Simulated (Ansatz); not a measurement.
**Ge wire along [110], 42 atoms a period, H-terminated: bands by functional and under strain**

What gap, if any, does the Ge wire along [110], 42 atoms a period, H-terminated have, and how does it change with the functional and under strain?

Calculated with Ansatz 0.2.0; DFT PBE, plane waves, PAW; relaxation of a wire's period; PAW set soft_1, in the first sound run; inputs show where later runs differ.

Most raw output is cut from this account.

**1. The structure**

The cell holds 62 atoms: 42 Ge and 20 H. Its edges and angles: a = 24.441 Å, b = 25.639 Å, c = 4.073 Å, α = 90.0°, β = 90.0°, γ = 90.0°. Vacuum lies along a and b. The structure's axis is c.

**2. Relaxation of atoms and period**

Band widths follow the bond lengths, so the wire is relaxed first. The atoms and the third cell vector are free; the box across stays fixed as vacuum. A Fermi-Dirac smearing is set since the result may be a metal. The pressure printed is a third of the stress's trace over the whole box, vacuum included; only the stress along the axis is relaxed.

input.yaml reads:

```yaml
crystal:
  lattice:
    - [24.441, 0.0, 0.0]
    - [0.0, 25.639, 0.0]
    - [0.0, 0.0, 4.0729350596]
  atoms:
    - { symbol: Ge, position: [0.175961148, 0.420575578, 0.0] }
    - { symbol: H, position: [0.198027904, 0.708540681, 0.0] }
    - { symbol: Ge, position: [0.234878541, 0.34114707, 0.0] }
    - { symbol: Ge, position: [0.234878541, 0.500004087, 0.0] }
    - { symbol: Ge, position: [0.41163072, 0.420575578, 0.0] }
    - { symbol: Ge, position: [0.41163072, 0.738289613, 0.0] }
    - { symbol: H, position: [0.433697476, 0.867397698, 0.0] }
    - { symbol: Ge, position: [0.470548113, 0.34114707, 0.0] }
[... 50 atom lines left out ...]
    - { symbol: Ge, position: [0.647300291, 0.261718561, 0.0] }
    - { symbol: Ge, position: [0.647300291, 0.579432595, 0.0] }
    - { symbol: H, position: [0.684150928, 0.787969189, 0.0] }
    - { symbol: Ge, position: [0.706217684, 0.658861104, 0.0] }
kpoints:
  mp_grid: { grid: [1, 1, 20] }
scf:
  occupations: { method: fermi_dirac, width: 0.05 }
hamiltonian:
  xc: pbe
  pseudopotentials: { kind: paw, azcp: { folder: soft_1 } }
relax:
  cell: { fix: [a, b, alpha, beta, gamma] }
  max_steps: 45
  f_tol: 0.03
```

Launch:

```sh
> ansatz run input.yaml --threads 16 --pin off --max-ram 61440MiB --backend cuda --events-out ev --progress --plain --runs-dir out --max-vram 78GiB
```

The job ended after 15 s (1 × NVIDIA GB200 with 16 threads of Arm Neoverse V2, shared host; peak memory 1.9 GiB; 99 s of CPU time).

Step by step:

```
step  energy less that of the first step (eV)  largest force component (eV/Å)  pressure (GPa)  volume (Å³)
   1                                   0.0000                          0.3214           -0.26      2552.28
   2                                  -0.0555                          0.2705           -0.06      2608.45
   3                                  -0.1984                          0.0456           -0.04      2578.75
   4                                  -0.2006                          0.0101           -0.01      2576.21
   5                                  -0.2042                          0.0104           -0.01      2576.21
```

The run keeps the 8 symmetry operations that it works with, so distortions that break them were not tested.

```
cell as run  before  after  change
      c (Å)   4.073  4.111  +0.9 %
```

The atoms that moved most (Å, along periodic axes as changes of fractional coordinates times the final cell, across vacuum about the mean position):

```
atom      dx      dy     dz  length
  H2   0.077  -0.038  0.000   0.086
 H52   0.077   0.038  0.000   0.086
 H44  -0.077  -0.038  0.000   0.086
 H43  -0.077   0.038  0.000   0.086
 Ge1   0.081   0.009  0.000   0.082
Ge51   0.081  -0.009  0.000   0.082
Ge45  -0.081   0.009  0.000   0.082
Ge46  -0.081  -0.009  0.000   0.082
```

This step gave:

```
cell length along the wire : 4.111 Å
```

The cell's length comes to 4.111 Å with spin left out.

**3. The perfect wire**

This step: DFT PBE, plane waves, PAW; bands of a perfect wire; PAW set soft_1 (Ansatz 0.2.0).

At the relaxed period the bands are computed along the axis; those that cross an energy going forward count the channels that a perfect wire would open there.

input.yaml reads:

```yaml
crystal:
  lattice:
    - [24.441, 0.0, 0.0]
    - [0.0, 25.639, 0.0]
    - [0.0, 0.0, 4.1111321798]
  atoms:
    - { symbol: Ge, position: [0.17928269, 0.420903598, 0.0] }
    - { symbol: H, position: [0.201177817, 0.7070627, 0.0] }
    - { symbol: Ge, position: [0.237714023, 0.342753487, 0.0] }
    - { symbol: Ge, position: [0.236725483, 0.5, 0.0] }
    - { symbol: Ge, position: [0.411921374, 0.420760089, 0.0] }
    - { symbol: Ge, position: [0.412237732, 0.737506658, 0.0] }
    - { symbol: H, position: [0.434596242, 0.864879972, 0.0] }
    - { symbol: Ge, position: [0.470845268, 0.341550182, 0.0] }
[... 50 atom lines left out ...]
    - { symbol: Ge, position: [0.64508704, 0.263881741, 0.0] }
    - { symbol: Ge, position: [0.646387448, 0.579280957, 0.0] }
    - { symbol: H, position: [0.681916891, 0.785788896, 0.0] }
    - { symbol: Ge, position: [0.70501508, 0.658313659, 0.0] }
kpoints:
  mp_grid: { grid: [1, 1, 20] }
  band_path: { path: ["Γ", Z], npoints: 90 }
scf:
  occupations: { method: fermi_dirac, width: 0.05 }
hamiltonian:
  xc: pbe
  pseudopotentials: { kind: paw, azcp: { folder: soft_1 } }
output:
  dos: { e_range: [-5, 4] }
  write_potential: true
  write_density: true
  volumetric_format: npy
```

Elapsed: 20 s, on 1 × NVIDIA GB200 with 16 threads; peak memory 4.8 GiB.

This step gave:

```
band gap : 0.9037 eV
```

The electronic bands at the labelled points (eV, zero at the Fermi level; v1 is the highest filled band, c1 the lowest empty one):

```
  point     v4     v3     v2     v1    c1    c2    c3    c4
      Γ  -0.91  -0.88  -0.61  -0.44  0.47  0.51  0.53  0.65
halfway  -1.35  -1.31  -1.20  -1.10  1.27  1.40  1.53  1.55
      Z  -1.80  -1.80  -1.75  -1.75  0.95  0.95  1.27  1.27
```

The gap is 0.904 eV, with spin left out.

The path shows a direct gap of 0.90 eV (valence top at Γ, conduction bottom at Γ).

**4. Another level of theory, cutoff 500 eV, k-mesh 1×1×15**

This step: DFT r2SCAN, plane waves, PAW; bands of a perfect wire at the PBE geometry; PAW set soft_1 (Ansatz 0.2.0).

The atoms stay at the PBE geometry and the functional changes. r2SCAN also reads the kinetic-energy density; it often gives larger moments and wider gaps than PBE, at a higher cost. Against the first PBE run of this kind, the cutoff is 500 eV against 420 and the mesh along the wire has 15 points against 20.

input.yaml: that of step 3 with these lines changed.

```diff
@@ -69,3 +69,3 @@
 kpoints:
-  mp_grid: { grid: [1, 1, 20] }
+  mp_grid: { grid: [1, 1, 15] }
   band_path: { path: ["Γ", Z], npoints: 90 }
@@ -74,8 +74,3 @@
 hamiltonian:
-  xc: pbe
+  xc: r2scan
   pseudopotentials: { kind: paw, azcp: { folder: soft_1 } }
-output:
-  dos: { e_range: [-5, 4] }
-  write_potential: true
-  write_density: true
-  volumetric_format: npy
```

Elapsed: 27 s, on 1 × NVIDIA GB200 with 16 threads; peak memory 4.9 GiB; 2.6 min of CPU time.

This step gave:

```yaml
band_gap: 1.180 eV
```

Electronic bands along the path, in eV, zero at the Fermi level; v1 is the highest filled band, c1 the lowest empty one:

```
  point     v4     v3     v2     v1    c1    c2    c3    c4
      Γ  -1.07  -1.05  -0.76  -0.58  0.60  0.64  0.73  0.79
halfway  -1.53  -1.49  -1.38  -1.27  1.43  1.57  1.64  1.66
      Z  -2.01  -2.01  -1.96  -1.96  1.10  1.10  1.38  1.38
```

The gap is 1.18 eV, against 0.904 eV under PBE at the relaxed period.

**5. Strain along the wire, period over the relaxed period 0.97**

This step: DFT PBE, plane waves, PAW; relaxation at a fixed period; PAW set soft_1 (Ansatz 0.2.0).

The period is set to 0.97 times the relaxed one and the atoms relax within it: strain changes bond lengths and angles, which shifts the bands against each other. Against the first PBE run of this kind, the mesh along the wire has 16 points against 20.

The cell differs from the one that the last finished run ended in (c 4.111 → 3.988 Å).

input.yaml: that of step 4 with these lines changed.

```diff
@@ -4,3 +4,3 @@
     - [0.0, 25.639, 0.0]
-    - [0.0, 0.0, 4.1111321798]
+    - [0.0, 0.0, 3.9877982144]
   atoms:
@@ -69,3 +69,3 @@
 kpoints:
-  mp_grid: { grid: [1, 1, 15] }
+  mp_grid: { grid: [1, 1, 16] }
   band_path: { path: ["Γ", Z], npoints: 90 }
@@ -74,3 +74,8 @@
 hamiltonian:
-  xc: r2scan
+  xc: pbe
   pseudopotentials: { kind: paw, azcp: { folder: soft_1 } }
+relax:
+  max_steps: 40
+  f_tol: 0.02
+output:
+  stress: true
```

Run time: 25 s. Hardware: 1 × NVIDIA GB200 with 16 threads; peak memory 2.2 GiB; 3.1 min of CPU time.

Relaxation path:

```
step  energy less that of the first step (eV)  largest force component (eV/Å)
   1                                   0.0000                          0.4556
   2                                  -0.1224                          0.1444
   3                                  -0.1270                          0.0227
   4                                  -0.1275                          0.0061
```

Forces are held to the 8 operations that the run works with; a distortion that breaks them can't arise in this run.

The atoms that moved most (Å):

```
atom      dx      dy      dz  length
 H47  -0.079  -0.005  -0.022   0.082
 H48  -0.079   0.005  -0.022   0.082
 H49   0.079  -0.005   0.022   0.082
 H50   0.079   0.005   0.022   0.082
 H18  -0.079  -0.005   0.022   0.082
 H16   0.079  -0.005  -0.022   0.082
 H19  -0.079   0.005   0.022   0.082
 H17   0.079   0.005  -0.022   0.082
```

Numbers from this step:

- band gap: 0.9370 eV

Electronic bands along the path, in eV, zero at the Fermi level; v1 is the highest filled band, c1 the lowest empty one:

```
  point     v4     v3     v2     v1    c1    c2    c3    c4
      Γ  -1.03  -0.89  -0.62  -0.44  0.49  0.51  0.52  0.68
halfway  -1.61  -1.61  -1.49  -1.35  1.00  1.15  1.26  1.28
      Z  -2.11  -2.11  -2.00  -2.00  0.65  0.65  0.98  0.98
```

The gap is 0.937 eV, against 0.904 eV under PBE at the relaxed period.

**6. Strain along the wire, period over the relaxed period 0.94**

The period is set to 0.94 times the relaxed one and the atoms relax within it: strain changes bond lengths and angles, which shifts the bands against each other. Against the first PBE run of this kind, the mesh along the wire has 16 points against 20.

The cell differs from the one that the last finished run ended in (c 3.988 → 3.864 Å).

input.yaml: that of step 5 with these lines changed.

```diff
@@ -4,3 +4,3 @@
     - [0.0, 25.639, 0.0]
-    - [0.0, 0.0, 3.9877982144]
+    - [0.0, 0.0, 3.864464249]
   atoms:
```

It took 24 s on 1 × NVIDIA GB200 with 16 threads; peak memory 2.2 GiB.

Relaxation path:

```
step  energy less that of the first step (eV)  largest force component (eV/Å)
   1                                   0.0000                          1.0044
   2                                  -0.5519                          0.3241
   3                                  -0.5715                          0.0517
   4                                  -0.5740                          0.0173
```

Forces are held to the 8 operations that the run works with; a distortion that breaks them can't arise in this run.

The atoms that moved most (Å):

```
atom      dx      dy      dz  length
 H47  -0.163  -0.009  -0.039   0.168
 H18  -0.163  -0.009   0.039   0.168
 H19  -0.163   0.009   0.039   0.168
 H48  -0.163   0.009  -0.039   0.168
 H16   0.163  -0.009  -0.039   0.168
 H17   0.163   0.009  -0.039   0.168
 H49   0.163  -0.009   0.039   0.168
 H50   0.163   0.009   0.039   0.168
```

Numbers from this step:

```yaml
energy_at_zero_smearing: -180700.2188 eV
band_gap: 0.6704 eV
```

The gap is 0.670 eV, against 0.904 eV under PBE at the relaxed period.

**7. Outcome**

* cell length, PBE: 4.111 Å
* gap, PBE: 0.904 eV
* gap, r2SCAN: 1.18 eV
* gap, period scaled by 0.97: 0.937 eV
* gap, period scaled by 0.94: 0.670 eV

**Reading.** Under PBE the cell's length is 4.11 Å, and a gap of 0.90 eV makes it a semiconductor. At the relaxed period the wire is gapped under every functional, from 0.90 eV (PBE) to 1.18 eV (r2SCAN). Weak screening in one dimension makes quasiparticle gaps larger than the semilocal gaps, as a rule. Strain matters: under PBE the gap goes from 0.90 eV to 0.670 eV at 0.94 times the period and 0.937 eV at 0.97 times the period.

[Logs are printed without paths, hosts, clocks, repeated set-up lines and the standing remarks that a program may print on its own settings, such as how far it seeks lower states.]

[Hosts, paths, dates, database ids (printed as entryN), source tags and the programs' standing remarks are cut or masked in the printed files.]
